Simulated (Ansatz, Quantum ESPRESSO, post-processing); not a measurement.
# Work-function anisotropy of Al, part 2 of 2

Wanted: work functions of Al face by face, under two functionals.

Quantum ESPRESSO 7.5; plane-wave DFT, PBE, PseudoDojo norm-conserving pseudopotentials; geometry and cross-check by Ansatz 0.2.0 with PAW datasets.

So far. Step 11 (Potential by pp.x of (100)): On (100) the work function under LDA lies +0.14 eV from PBE's. Step 12 (Geometry from Ansatz of (110)): The relaxation lowers the energy by 6 meV an atom. Held were the atoms numbered 3, 4 and 5; the forces quoted are those on the free ones.

## Step 13: Self-consistent run of (110), PBE

Level of this step: plane-wave DFT, PBE, PseudoDojo norm-conserving pseudopotentials (Quantum ESPRESSO 7.5).

The input, 110.pbe.in:

```
&control
  prefix = '110.pbe'
  outdir = './out'
  pseudo_dir = './pseudo'
  calculation = 'scf'
  tprnfor = .true.
/
&system
  ibrav = 0
  nat = 7
  ntyp = 1
  ecutwfc = 32
  ecutrho = 128
  occupations = 'smearing'
  smearing = 'mv'
  degauss = 0.02
/
&electrons
  conv_thr = 1e-07
  mixing_beta = 0.4
  electron_maxstep = 120
  mixing_mode = 'local-TF'
/
ATOMIC_SPECIES
  Al  26.9815  Al.dojo-sr-pbe-0.4.1-standard.upf
CELL_PARAMETERS angstrom
  4.05000000000000 0.00000000000000 0.00000000000000
  0.00000000000000 2.86378246380000 0.00000000000000
  0.00000000000000 0.00000000000000 24.59134739140000
ATOMIC_POSITIONS crystal
  Al  0.000000000000 0.000000000000 0.327950522925
  Al  0.500000000000 0.500000000000 0.380461051205
  Al  0.000000000000 0.000000000000 0.441772558900
  Al  0.500000000000 0.500000000000 0.500000000000
  Al  0.000000000000 0.000000000000 0.558227441100
  Al  0.500000000000 0.500000000000 0.619538947703
  Al  0.000000000000 0.000000000000 0.672049478276
K_POINTS automatic
  8 10 1 0 0 0
```

Run with:

```sh
> OMP_NUM_THREADS=1 mpirun -n 2 pw.x -nk 2 -in 110.pbe.in > 110.pbe.out
```

It took 26 s on 2 MPI ranks of Intel Xeon Platinum 8375C at 2.90GHz (Ice Lake), shared host; peak memory 0.23 GiB; 52 s of CPU time.

Numbers from this step:

```
free energy  : -439.9531 eV
Fermi energy : 0.8758 eV
```

## Step 14: Electrostatic potential of (110)

The input, 110.pbe.pot.in:

```
&inputpp
  prefix = '110.pbe'
  outdir = './out'
  filplot = '110.pbe.pot.dat'
  plot_num = 11
/
```

Run with:

```sh
> OMP_NUM_THREADS=1 mpirun -n 2 pp.x -in 110.pbe.pot.in > 110.pbe.pot.out
```

Wall time 1.1 s (2 MPI ranks); peak memory 0.1 GiB; 1.9 s of CPU time.

Read from the output:

```
work function of the upper face                                       : 4.030 eV
slope of the potential above                                          : 1.97e-4 eV/Å
upper vacuum line continued to the top atoms, over the Fermi level    : 4.029 eV
work function of the lower face                                       : 4.030 eV
slope of the potential below                                          : -1.17e-4 eV/Å
lower vacuum line continued to the bottom atoms, over the Fermi level : 4.030 eV
```

The potential energy, planar mean oscillates, so the rows of the table below give means over windows of 1.37 Å about each position, cut where the curve ends. Its maxima inside the range that stand out by 2 % of the span (Å: eV): 8.7: -6.25, 10.1: -4.14, 11.6: -4.88, 13.0: -4.88, 14.5: -4.14, 15.8: -6.25. Its minima: 8.2: -8.54, 9.3: -8.80, 10.9: -8.56, 12.3: -8.75, 13.7: -8.56, 15.3: -8.80, 16.4: -8.54.

Electrostatic potential energy of an electron; zero at the Fermi level. The potential energy, planar mean by z; means over each step:

```csv
z (Å),"potential energy, planar mean (eV)"
0.69,4.03
2.06,4.03
3.43,4.03
4.79,4.01
6.17,3.55
7.54,-3.26
8.91,-7.67
10.28,-6.32
11.65,-6.85
13.02,-6.85
14.39,-6.29
15.76,-7.70
17.12,-2.71
18.50,3.62
19.86,4.02
21.23,4.03
22.61,4.03
23.98,4.03
```

## Step 15: Self-consistent run of (110), LDA

Level of this step: plane-wave DFT, LDA, PseudoDojo norm-conserving pseudopotentials (Quantum ESPRESSO 7.5).

110.lda.in, as its differences from the input of step 13:

```diff
@@ -1,3 +1,3 @@
 &control
-  prefix = '110.pbe'
+  prefix = '110.lda'
   outdir = './out'
@@ -24,3 +24,3 @@
 ATOMIC_SPECIES
-  Al  26.9815  Al.dojo-sr-pbe-0.4.1-standard.upf
+  Al  26.9815  Al.dojo-sr-lda-0.4.1-standard.upf
 CELL_PARAMETERS angstrom
```

Run with:

```sh
> OMP_NUM_THREADS=1 mpirun -n 2 pw.x -nk 2 -in 110.lda.in > 110.lda.out
```

Wall time 28 s (2 MPI ranks); peak memory 0.24 GiB.

Numbers from this step:

```
free energy  : -448.3288 eV
Fermi energy : 0.6954 eV
```

## Step 16: Potential by pp.x of (110)

The input, 110.lda.pot.in:

```
&inputpp
  prefix = '110.lda'
  outdir = './out'
  filplot = '110.lda.pot.dat'
  plot_num = 11
/
```

Run with:

```sh
> OMP_NUM_THREADS=1 mpirun -n 2 pp.x -in 110.lda.pot.in > 110.lda.pot.out
```

The job ended after 1.1 s (2 MPI ranks; peak memory 0.1 GiB).

Numbers from this step:

```
work function of the upper face                                       : 4.196 eV
slope of the potential above                                          : 1.88e-4 eV/Å
upper vacuum line continued to the top atoms, over the Fermi level    : 4.195 eV
work function of the lower face                                       : 4.196 eV
slope of the potential below                                          : -1.46e-4 eV/Å
lower vacuum line continued to the bottom atoms, over the Fermi level : 4.195 eV
```

On (110) the work function under LDA lies +0.17 eV from PBE's.

## Step 17: The series side by side

All levels:

```csv
level,work function (eV),"Ansatz, PBE (eV)",CPU time (s)
"(111), PBE",4.104,4.115,24.08
"(111), LDA",4.266,-,24.4
"(100), PBE",4.224,4.238,21.21
"(100), LDA",4.366,-,20.72
"(110), PBE",4.03,4.043,51.65
"(110), LDA",4.196,-,55.53
```

## Step 18: A check by hand

For (111) under PBE, on the run's own zero: φ = 5.577 − (1.472) = 4.105 eV.

## Step 19: Results

| Item | Value |
| --- | --- |
| work function of (111), PBE | 4.10 eV |
| work function of (111), LDA | 4.27 eV |
| work function of (100), PBE | 4.22 eV |
| work function of (100), LDA | 4.37 eV |
| work function of (110), PBE | 4.03 eV |
| work function of (110), LDA | 4.20 eV |

In words: Under PBE the work functions are 4.22 eV on (100), 4.10 eV on (111) and 4.03 eV on (110). In order of packing, from 7.10 to 11.60 Å² an atom, the faces are (111), (100) and (110). The work function doesn't follow that order throughout, so smoothing alone doesn't explain it; the states near the Fermi level, surface states and relaxation differ from face to face. LDA lies +0.14 to +0.17 eV from PBE on the same atoms, nearly a rigid shift. The top two spacings change by +0.9 and -0.4 % on (111), +1.5 and +3.3 % on (100) and -9.8 and +5.3 % on (110). Electron diffraction gives +1.7 ± 0.3 % on (111) and −8.4 % on (110), as quoted in arxiv:0801.1077 (2008). Ansatz, with Fermi-Dirac smearing and its own datasets, agrees within 0.01 eV under PBE. The slabs are thin and unreconstructed, at the tabulated lattice constant; thickness and mesh leave some 0.05 to 0.1 eV open.

Calculation against experiment:

| quantity | measured | PBE | LDA |
| --- | --- | --- | --- |
| work function of (111) (eV) | 4.32 | 4.10 (-0.22 eV) | 4.27 (-0.05 eV) |
| work function of (100) (eV) | 4.32 | 4.22 (-0.10 eV) | 4.37 (+0.05 eV) |
| work function of (110) (eV) | 4.23 | 4.03 (-0.20 eV) | 4.20 (-0.03 eV) |

Measured values from arxiv:1702.08515 (2017).

Verdict: The grades are ours: good and fair within 3 and 7 % for the work function of (111), 3 and 7 % for the work function of (100) and 3 and 7 % for the work function of (110). Other measurements of the same face can differ from the value quoted by 0.1 to 0.2 eV.

[Logs are printed without paths, hosts, clocks, repeated set-up lines and the standing remarks that a program may print on its own settings, such as how far it seeks lower states.]

[Hosts, paths, dates, database ids (printed as entryN), source tags and the programs' standing remarks are cut or masked in the printed files.]

[Maps of the electrostatic potential energy from Ansatz leave out the sawtooth potential of an applied field or a dipole correction, so their vacuum need not be flat; planar profiles and work functions include it.]
